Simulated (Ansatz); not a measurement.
# C on Fe(100): change of the work function, part 4 of 5

Wanted: Δφ(θ) for C/Fe(100), starting from the hollow site.

Ansatz 0.2.0; plane-wave DFT, PBE, Ansatz PAW (the session's first sound run).

So far, work function, upper face (eV): step 2 (the clean slab) 3.86; step 3 (21 atoms, coverage 0.25 ML, cell 2x2) 4.34; step 4 (22 atoms, coverage 0.5 ML, cell 2x2) 4.75.

In doubt: Bader basins on short bonds can need a finer grid (step 5), which would bear on Bader charges.

## (5) Adsorbate added, k-mesh 10×10×1, coverage 1 ML

System of this step: Fe5C (C/Fe(100)). The cell holds 6 atoms: 5 Fe and 1 C. Cell: a = 2.870 Å, b = 2.870 Å, c = 24.136 Å, α = 90.0°, β = 90.0°, γ = 90.0°. Vacuum lies along c.

Another coverage, to see how the dipoles act on each other as their distance changes.

input.yaml

```yaml
crystal:
  lattice:
    - [2.87, 0.0, 0.0]
    - [0.0, 2.87, 0.0]
    - [0.0, 0.0, 24.135524735]
  atoms:
    - { symbol: Fe, position: [0.0, 0.0, 0.3728943165], spin: 2.97 }
    - { symbol: Fe, position: [0.5, 0.5, 0.4323502437], spin: 2.38 }
    - { symbol: Fe, position: [0.0, 0.0, 0.491095603], spin: 2.5 }
    - { symbol: Fe, position: [0.5, 0.5, 0.5507060243], spin: 2.31 }
    - { symbol: Fe, position: [0.0, 0.0, 0.6063893326], spin: 2.92 }
    - { symbol: C, position: [0.5, 0.5, 0.6271056835] }
magnetization:
  spin_polarized: true
kpoints:
  mp_grid: { grid: [10, 10, 1] }
hamiltonian:
  xc: pbe
scf:
  occupations: { method: fermi_dirac, width: 0.1 }
  convergence: { dr2_threshold: 1.0e-08 }
efield:
  axis: 3
  dipole_correction: true
  ramp_position: 0.97
  ramp_width: 0.06
relax:
  f_tol: 0.02
  max_steps: 60
  constraints: [{ sites: [0, 1] }]
output:
  bader: true
  write_potential: true
  write_density: true
  volumetric_format: npy
```

Command:

```bash
$ ansatz run input.yaml --threads 4 --pin off --max-ram 12288MiB --backend cpu --events-out ev --progress --plain --runs-dir out
```

Numbers of over 12 decimals in the logs are rounded to 6 here.

Output:

```text
[...]
Crystal: 6 atoms, lattice volume = 198.802 Å³
Basis set: ecut = 420 eV, 3877 PW (Γ), exchange–correlation on 40×40×324 points (8 copies of the dense FFT grid, shifted against one another)
Bands: 59, of which v1, the nominal top of the filled ones, is band 42 counted from 1 (41 counted from 0)
[...]
--- Bader charges: 6 sites ---
  site symbol  charge [e]  shift [e]    m [muB]
     0     Fe      0.0572     0.0001     3.1178
     1     Fe     -0.0541     0.0001     2.3733
     2     Fe      0.0128     0.0001     2.3813
     3     Fe      0.1715     0.0014     1.6251
     4     Fe      0.8300     0.0028     2.1262
     5      C     -1.0173     0.0014    -0.1841
  estimated error of the sums over rays = 8.0e-4 e
[key lines of the parts left out:]
SCF converged after 11 iterations
Magnetization: 11.4396 μB (47.7198 up, 36.2802 down)
Free energy (F): -22650.646126 eV
Fermi energy:    2.918341 eV
Dipole field:    D = -0.028063 V/Å  (p = -0.030831 e·Å, saw-weighted, corrected)
Work function:   Φ+ = 4.5886 eV   Φ− = 3.9113 eV
```

Run time: 1.8 min. Hardware: 4 threads of Arm Neoverse V1, shared host; peak memory 0.8 GiB.

Step by step:

```tsv
step	energy less that of the first step (eV)	largest force component (eV/Å)
1	0.0000	2.8118
2	-0.2685	1.5697
3	-0.4322	0.2854
4	-0.4401	0.0895
5	-0.4405	0.0116
```

Forces are held to the 8 operations that the run works with; a distortion that breaks them can't arise in this run.

The atoms that moved most (Å):

```tsv
atom	dx	dy	dz	length
Fe5	0.000	0.000	0.269	0.269
C6	0.000	0.000	-0.092	0.092
Fe4	0.000	0.000	-0.060	0.060
Fe3	0.000	0.000	0.024	0.024
```

Final coordinates:

```xyz
6
Lattice="2.8700 0.0000 0.0000 0.0000 2.8700 0.0000 0.0000 0.0000 24.1355" Properties=species:S:1:pos:R:3
Fe    0.0000    0.0000    9.0000
Fe    1.4350    1.4350   10.4350
Fe    0.0000    0.0000   11.8770
Fe    1.4350    1.4350   13.2312
Fe    0.0000    0.0000   14.9048
C     1.4350    1.4350   15.0436
```

Running mean over 1.435 Å of the planar mean; the ramp of the sawtooth is left out. Table of electron's electrostatic potential energy less the Fermi level by z:

z (Å), electron's electrostatic potential energy less the Fermi level (eV) and a bar from the least value:
```
      3.0        3.9 #############################
      3.5        3.9 #############################
      4.0        3.9 #############################
      4.5        3.9 #############################
      5.0        3.9 #############################
      5.5        3.9 #############################
      6.0        3.9 #############################
      6.5        3.8 #############################
      7.0        3.5 ############################
      7.5        2.5 ###########################
      8.0       -0.8 #####################
      8.5       -5.8 ##############
      9.0       -9.0 #########
      9.5       -9.6 ########
     10.0       -9.6 ########
     10.5       -9.6 ########
     11.0       -9.5 ########
     11.5       -9.6 ########
     12.0      -10.0 #######
     12.5      -10.4 ######
     13.0      -10.0 #######
     13.5       -8.6 #########
     14.0       -8.6 #########
     14.5      -12.5 ###
     15.0      -14.5 
     15.5       -9.6 ########
     16.0       -1.1 #####################
     16.5        3.3 ############################
     17.0        4.3 ##############################
     17.5        4.5 ##############################
     18.0        4.6 ##############################
     18.5        4.6 ##############################
     19.0        4.6 ##############################
     19.5        4.6 ##############################
     20.0        4.6 ##############################
     20.5        4.6 ##############################
     21.0        4.6 ##############################
```

The relaxation took 5 steps and lowered the energy by 0.44 eV; the largest force on the free atoms ends at 0.012 eV/Å.

The covered face has 4.59 eV, +0.73 eV against the clean one; the bare back face has moved by +0.08 eV, a measure of how thin the slab is. The added atoms end 0.1 Å over the highest substrate atom on average, so this is no overlayer any more.

## (6) Work function against coverage

This step: plane-wave DFT, PBE, Ansatz PAW; work function against coverage (Ansatz 0.2.0).

The runs are now put side by side.

Numbers from this step:

* work function of the clean face: 3.856 eV
* largest change of the work function: 0.8918 eV

The work function of the covered face by coverage:

```tsv
coverage (adsorbates/nm²)	work function of the covered face (eV)
0.00	3.86
3.04	4.34
6.07	4.75
12.14	4.59
```

The dipole per adsorbate comes from the change of the cell's dipole. Coverage, by row:

```tsv
coverage (1/nm²)	coverage (ML)	work function (eV)	change (eV)	dipole per adsorbate, positive end outwards (debye)	mean height of the added atoms over the highest substrate atom (Å)
3.035	0.25	4.342	0.4856	-0.371	0.3836
6.07	0.5	4.748	0.8918	-0.355	0.3032
12.14	1	4.589	0.7324	-0.142	0.1387
```

## (7) The 0.25 ML cell at another level of theory, cutoff 420 eV, functional LDA

This step: plane-wave DFT, LDA, Ansatz PAW (Ansatz 0.2.0).

System of this step: Fe20C (C/Fe(100)). The cell holds 21 atoms: 20 Fe and 1 C. Cell: a = 5.740 Å, b = 5.740 Å, c = 24.136 Å, α = 90.0°, β = 90.0°, γ = 90.0°. Vacuum lies along c.

The geometry is kept and the functional is LDA.

input.yaml

```yaml
crystal:
  lattice:
    - [5.74, 0.0, 0.0]
    - [0.0, 5.74, 0.0]
    - [0.0, 0.0, 24.135524735]
  atoms:
    - { symbol: Fe, position: [0.0, 0.0, 0.3728943165], spin: 2.5 }
    - { symbol: Fe, position: [0.25, 0.25, 0.4323502437], spin: 2.5 }
    - { symbol: Fe, position: [-0.0032822524, -0.0032822524, 0.4915489785], spin: 2.5 }
    - { symbol: Fe, position: [0.25, 0.25, 0.5444518062], spin: 2.5 }
    - { symbol: Fe, position: [0.0132609676, 0.0132609676, 0.6089955516], spin: 2.5 }
    - { symbol: Fe, position: [0.0, 0.5, 0.3728943165], spin: 2.5 }
    - { symbol: Fe, position: [0.25, 0.75, 0.4323502437], spin: 2.5 }
    - { symbol: Fe, position: [-0.0032822524, 0.5032822524, 0.4915489785], spin: 2.5 }
    - { symbol: Fe, position: [0.25, 0.75, 0.5514617891], spin: 2.5 }
    - { symbol: Fe, position: [0.0132609676, 0.4867390324, 0.6089955516], spin: 2.5 }
    - { symbol: Fe, position: [0.5, 0.0, 0.3728943165], spin: 2.5 }
    - { symbol: Fe, position: [0.75, 0.25, 0.4323502437], spin: 2.5 }
    - { symbol: Fe, position: [0.5032822524, -0.0032822524, 0.4915489785], spin: 2.5 }
    - { symbol: Fe, position: [0.75, 0.25, 0.5514617891], spin: 2.5 }
    - { symbol: Fe, position: [0.4867390324, 0.0132609676, 0.6089955516], spin: 2.5 }
    - { symbol: Fe, position: [0.5, 0.5, 0.3728943165], spin: 2.5 }
    - { symbol: Fe, position: [0.75, 0.75, 0.4323502437], spin: 2.5 }
    - { symbol: Fe, position: [0.5032822524, 0.5032822524, 0.4915489785], spin: 2.5 }
    - { symbol: Fe, position: [0.75, 0.75, 0.5535921801], spin: 2.5 }
    - { symbol: Fe, position: [0.4867390324, 0.4867390324, 0.6089955516], spin: 2.5 }
    - { symbol: C, position: [0.25, 0.25, 0.6248905193] }
magnetization:
  spin_polarized: true
kpoints:
  mp_grid: { grid: [5, 5, 1] }
hamiltonian:
  xc: lda
scf:
  occupations: { method: fermi_dirac, width: 0.1 }
  convergence: { dr2_threshold: 1.0e-08 }
efield:
  axis: 3
  dipole_correction: true
  ramp_position: 0.97
  ramp_width: 0.06
output:
  write_potential: true
  write_density: true
  volumetric_format: npy
```

Output:

```text
[...]
Crystal: 21 atoms, lattice volume = 795.208 Å³
Basis set: ecut = 420 eV, 15669 PW (Γ)
Bands: 225, of which v1, the nominal top of the filled ones, is band 162 counted from 1 (161 counted from 0)
Symmetry: 8 space group operations
k-points: 6 of 25
[...]
Starting moments: Σ|m| = 50 μB on 20 of 21 sites
[...]
SCF iter   1: F=—  HF=-88631.318182 eV  |F-HF|=—  |Δ(HF+E_count)|=         —  Δρ=5.62e-2 (↑3.83e-2 ↓5.62e-2)  dr2=6.45e1  dr2_m=9.74e0  M=49.134 μB ∫|m|=49.623 μB  β_m=1.00  ethr=3.10e-3  p=-0.000 e·Å  D=-8.29e-7 V/Å  ΔV_dip=0.00 eV  dr2_dipole=2.22e0  V_vac-E_F(+/−)=7.67/7.67 eV  ⟨swp⟩=9.8  Hψ=14386  notcnv=0  defer=152
[...]
SCF iter  17: F=-88627.483080 eV  HF=-88627.483080 eV  |F-HF|=1.60e-10  |Δ(HF+E_count)|=  7.28e-11  Δρ=8.96e-8 (↑8.96e-8 ↓6.82e-8)  dr2=1.41e-10  dr2_m=1.28e-11  M=49.456 μB ∫|m|=51.102 μB  ethr=1.00e-12  p=-0.084 e·Å  D=-1.91e-2 V/Å  ΔV_dip=0.46 eV  dr2_dipole=1.17e-11  V_vac-E_F(+/−)=4.72/4.26 eV  ⟨swp⟩=1.6  Hψ=6093  notcnv=0
SCF 1 converged in 17 iterations: F = -88627.483080 eV  dr2 = 1.41e-10
[...]
SCF converged after 17 iterations
an eigenvalue changed by more than its tolerance at an iteration that met the thresholds in force, so the SCF went on 1 time: the last check found none over its tolerance
Magnetization: 49.4560 μB (186.7280 up, 137.2720 down)
Absolute magnetization: 51.1028 μB (∫|ρ↑−ρ↓|, with the PAW one-centre terms)
[...]
Per-site moments (μB) at R_I (Å): [(2.890733, 1.025266), (2.328342, 1.025266), (2.329483, 0.998354), (1.707333, 0.800840), (2.318361, 0.808363), (2.890733, 1.025266), (2.292425, 1.023849), (2.329483, 0.998354), (2.318511, 1.015309), (2.318361, 0.808363), (2.890733, 1.025266), (2.292425, 1.023849), (2.329483, 0.998354), (2.318511, 1.015309), (2.318361, 0.808363), (2.890733, 1.025266), (2.242437, 1.014823), (2.329483, 0.998354), (2.282029, 1.031527), (2.318361, 0.808363), (-0.192512, 0.800840)]
Free energy (F): -88627.483080 eV
[...]
Internal energy: -88626.674371 eV  (E = F + TS)
E sigma→0 (E₀):  -88627.078725 eV
Entropy (-TS):   -0.808709 eV (-38.510 meV/atom)
Fermi energy:    2.245083 eV
Dipole field:    D = -0.019064 V/Å  (p = -0.083778 e·Å, saw-weighted, corrected)
Work function:   Φ+ = 4.7182 eV   Φ− = 4.2581 eV
[...]
--- Band table (eV; the first three rows and the last of 12) ---
  k-point 0 ↑: bands = [... 158 lower, 1.0754, 1.0754, 1.0979, 1.1736, 1.1736, 1.1773, 1.2195, 1.2558, ... 59 higher]
  k-point 1 ↑: bands = [... 158 lower, 1.0357, 1.0603, 1.0674, 1.0928, 1.1586, 1.2106, 1.2514, 1.2542, ... 59 higher]
  k-point 2 ↑: bands = [... 158 lower, 0.9869, 0.9978, 1.0176, 1.0328, 1.0490, 1.0751, 1.1252, 1.1574, ... 59 higher]
  k-point 5 ↓: bands = [... 158 lower, 3.4033, 3.4494, 3.4591, 3.4837, 3.5076, 3.5291, 3.5340, 3.5508, ... 59 higher]
```

Run time: 3.7 min. Hardware: 4 threads; peak memory 4.5 GiB.

This step gave:

```yaml
energy_at_zero_smearing: -88627.0787 eV
total_moment: 49.46 μB
work_function_upper_face: 4.718 eV
work_function_lower_face: 4.258 eV
dipole_along_the_normal: -0.08378 e·Å
step_between_the_vacuum_levels: 0.4601 eV
```

Site moment by atom:

```tsv
atom	site moment (μB)
Fe1	2.89
Fe2	2.33
Fe3	2.33
Fe4	1.71
Fe5	2.32
Fe6	2.89
Fe7	2.29
Fe8	2.33
Fe9	2.32
Fe10	2.32
Fe11	2.89
Fe12	2.29
Fe13	2.33
Fe14	2.32
Fe15	2.32
Fe16	2.89
Fe17	2.24
Fe18	2.33
Fe19	2.28
Fe20	2.32
C21	-0.19
```

The work function comes to 4.72 eV, +0.38 eV from the first level.

## (8) The 0.25 ML cell at another level of theory, cutoff 500 eV, functional r2SCAN

This step: plane-wave DFT, r2SCAN, Ansatz PAW (Ansatz 0.2.0).

The geometry is kept and the functional is r2SCAN; other changes against the main runs: cutoff 420 → 500.

Changes to input.yaml since step 7:

```diff
@@ -32,3 +32,3 @@
 hamiltonian:
-  xc: lda
+  xc: r2scan
 scf:
```

Output:

```text
[...]
Crystal: 21 atoms, lattice volume = 795.208 Å³
Basis set: ecut = 500 eV, 20237 PW (Γ), exchange–correlation on 180×180×720 points (64 copies of the dense FFT grid, shifted against one another)
Bands: 225, of which v1, the nominal top of the filled ones, is band 162 counted from 1 (161 counted from 0)
Symmetry: 8 space group operations
k-points: 6 of 25
[...]
Starting moments: Σ|m| = 50 μB on 20 of 21 sites
[...]
SCF iter   1: F=—  HF=-89952.454196 eV  |F-HF|=—  |Δ(HF+E_count)|=         —  Δρ=5.71e-2 (↑2.31e-2 ↓5.71e-2)  dr2=5.35e1  dr2_τ=3.42e-1  dr2_m=9.28e0  M=53.519 μB ∫|m|=54.650 μB  β_m=1.00  ethr=3.10e-3  p=0.000 e·Å  D=5.31e-9 V/Å  ΔV_dip=-0.00 eV  dr2_dipole=1.64e0  V_vac-E_F(+/−)=7.61/7.61 eV  ⟨swp⟩=9.3  Hψ=14268  notcnv=0  defer=160
[...]
SCF iter  23: F=-89959.879294 eV  HF=-89959.879294 eV  |F-HF|=1.85e-9  |Δ(HF+E_count)|=   6.85e-9  Δρ=1.65e-7 (↑9.56e-8 ↓1.65e-7)  dr2=3.18e-10  dr2_τ=3.42e-12  dr2_m=2.83e-11  M=56.395 μB ∫|m|=62.169 μB  ethr=1.00e-12  p=-0.091 e·Å  D=-2.08e-2 V/Å  ΔV_dip=0.50 eV  dr2_dipole=1.99e-12  V_vac-E_F(+/−)=4.28/3.78 eV  ⟨swp⟩=4.9  Hψ=8906  notcnv=0
SCF 1 converged in 23 iterations: F = -89959.879294 eV  dr2 = 3.18e-10
[...]
this state was not tested for a lower state beside it, because the mixer in use, unlike msr1, does not test its closes by its own steps (another_mixer; see scf.mixing.algorithm and scf.lower_state_search)
SCF converged after 23 iterations
[...]
Magnetization: 56.3946 μB (190.1973 up, 133.8027 down)
Absolute magnetization: 62.1797 μB (∫|ρ↑−ρ↓|, with the PAW one-centre terms)
[...]
Per-site moments (μB) at R_I (Å): [(3.233079, 1.025266), (2.811566, 1.025266), (2.810103, 0.998354), (2.286811, 0.800840), (2.800857, 0.808363), (3.233079, 1.025266), (2.773510, 1.023849), (2.810103, 0.998354), (2.785302, 1.015309), (2.800857, 0.808363), (3.233079, 1.025266), (2.773510, 1.023849), (2.810103, 0.998354), (2.785302, 1.015309), (2.800857, 0.808363), (3.233079, 1.025266), (2.749161, 1.014823), (2.810103, 0.998354), (2.809602, 1.031527), (2.800857, 0.808363), (-0.235176, 0.800840)]
Free energy (F): -89959.879294 eV
[...]
Internal energy: -89959.385229 eV  (E = F + TS)
E sigma→0 (E₀):  -89959.632262 eV
Entropy (-TS):   -0.494066 eV (-23.527 meV/atom)
Fermi energy:    2.728535 eV
Dipole field:    D = -0.020809 V/Å  (p = -0.091447 e·Å, saw-weighted, corrected)
Work function:   Φ+ = 4.2793 eV   Φ− = 3.7770 eV
[...]
--- Band table (eV; the first three rows and the last of 12) ---
  k-point 0 ↑: bands = [... 158 lower, 0.5750, 0.5750, 0.5910, 0.6490, 0.7299, 0.7359, 0.7712, 0.7712, ... 59 higher]
  k-point 1 ↑: bands = [... 158 lower, 0.5356, 0.5452, 0.5858, 0.6378, 0.6619, 0.6674, 0.7417, 0.7482, ... 59 higher]
  k-point 2 ↑: bands = [... 158 lower, 0.4692, 0.5057, 0.5428, 0.5796, 0.5954, 0.6172, 0.6632, 0.6989, ... 59 higher]
  k-point 5 ↓: bands = [... 158 lower, 4.5414, 4.6411, 4.6717, 4.6764, 4.7156, 4.7857, 4.8295, 4.8675, ... 59 higher]
```

Elapsed: 8.8 min, on 4 threads; peak memory 6.8 GiB; 33 min of CPU time.

This step gave:

```
energy at zero smearing        : -89959.6323 eV
total moment                   : 56.39 μB
work function, upper face      : 4.279 eV
work function, lower face      : 3.777 eV
dipole along the normal        : -0.09145 e·Å
step between the vacuum levels : 0.5022 eV
```

Site moment by atom:

```tsv
atom	site moment (μB)
Fe1	3.23
Fe2	2.81
Fe3	2.81
Fe4	2.29
Fe5	2.80
Fe6	3.23
Fe7	2.77
Fe8	2.81
Fe9	2.79
Fe10	2.80
Fe11	3.23
Fe12	2.77
Fe13	2.81
Fe14	2.79
Fe15	2.80
Fe16	3.23
Fe17	2.75
Fe18	2.81
Fe19	2.81
Fe20	2.80
C21	-0.24
```

The work function comes to 4.28 eV, -0.06 eV from the first level.

## (9) The 0.25 ML cell at another level of theory, cutoff 1224.51 eV, functional PBE

This step: plane-wave DFT, PBE, norm-conserving (Ansatz 0.2.0).

The geometry is kept and the functional is PBE; other changes against the main runs: norm-conserving files and cutoff 420 → 1224.51.

Changes to input.yaml since step 8:

```diff
@@ -32,3 +32,4 @@
 hamiltonian:
-  xc: r2scan
+  xc: pbe
+  pseudopotentials: { kind: nc }
 scf:
```

Output:

```text
[...]
Crystal: 21 atoms, lattice volume = 795.208 Å³
Basis set: ecut = 1224.512381 eV, 77373 PW (Γ)
Bands: 225, of which v1, the nominal top of the filled ones, is band 162 counted from 1 (161 counted from 0)
Symmetry: 8 space group operations
k-points: 6 of 25
[...]
k-point 1 ↑: bands = [... 158 lower, 1.2944, 1.3264, 1.3267, 1.3525, 1.4058, 1.4769, 1.4874, 1.5139, ... 59 higher]
  k-point 2 ↑: bands = [... 158 lower, 1.2387, 1.2570, 1.2596, 1.3241, 1.3295, 1.3317, 1.3843, 1.4111, ... 59 higher]
  k-point 5 ↓: bands = [... 158 lower, 3.9509, 3.9545, 4.0018, 4.0225, 4.0892, 4.0945, 4.1039, 4.1362, ... 59 higher]
[key lines of the parts left out:]
SCF converged after 23 iterations
Magnetization: 50.9109 μB (187.4554 up, 136.5446 down)
Free energy (F): -70930.630135 eV
Fermi energy:    2.639396 eV
Dipole field:    D = -0.018493 V/Å  (p = -0.081271 e·Å, saw-weighted, corrected)
Work function:   Φ+ = 4.3388 eV   Φ− = 3.8924 eV
```

The job ended after 12 min (4 threads; peak memory 10 GiB).

The work function comes to 4.34 eV, -0.00 eV from the first level.

## (10) The 0.25 ML cell at another level of theory, cutoff 1320 eV, functional PBE

This step: plane-wave DFT, PBE, JTH PAW (Ansatz 0.2.0).

The geometry is kept and the functional is PBE; other changes against the main runs: JTH PAW files and cutoff 420 → 1320.

Changes to input.yaml since step 9:

```diff
@@ -33,3 +33,3 @@
   xc: pbe
-  pseudopotentials: { kind: nc }
+  pseudopotentials: { kind: paw, source: jth }
 scf:
```

Output:

```text
[...]
k-point 1 ↑: bands = [... 158 lower, 1.7625, 1.7949, 1.7986, 1.8243, 1.8802, 1.9441, 1.9622, 1.9835, ... 59 higher]
  k-point 2 ↑: bands = [... 158 lower, 1.7122, 1.7205, 1.7300, 1.7916, 1.7977, 1.8038, 1.8574, 1.8825, ... 59 higher]
  k-point 5 ↓: bands = [... 158 lower, 4.4173, 4.4331, 4.4836, 4.5008, 4.5720, 4.5723, 4.5897, 4.6226, ... 59 higher]
[key lines of the parts left out:]
SCF converged after 15 iterations
Magnetization: 51.0464 μB (187.5232 up, 136.4768 down)
Free energy (F): -89841.995787 eV
Fermi energy:    3.101510 eV
Dipole field:    D = -0.018699 V/Å  (p = -0.082173 e·Å, saw-weighted, corrected)
Work function:   Φ+ = 4.3453 eV   Φ− = 3.8940 eV
```

Elapsed: 15 min, on 4 threads; peak memory 10 GiB; 59 min of CPU time.

The work function comes to 4.35 eV, +0.00 eV from the first level.

## (11) Comparing the runs

Times are for 4 threads of Arm Neoverse V1, shared host. The runs compared:

```tsv
no.	functional	work function, upper face (eV)	dipole along the normal (e·Å)	time	memory (GiB)
1	lda	4.718	-0.08378	3.7 min	4.5
2	r2scan	4.279	-0.09145	8.8 min	6.8
3	pbe	4.339	-0.08127	12 min	10
4	pbe	4.345	-0.08217	15 min	10
```

(Continued in part 5 of 5.)

[Logs are printed without paths, hosts, clocks, repeated set-up lines and the standing remarks that a program may print on its own settings, such as how far it seeks lower states.]

[Hosts, paths, dates, database ids (printed as entryN), source tags and the programs' standing remarks are cut or masked in the printed files.]

[Maps of the electrostatic potential energy from Ansatz leave out the sawtooth potential of an applied field or a dipole correction, so their vacuum need not be flat; planar profiles and work functions include it.]
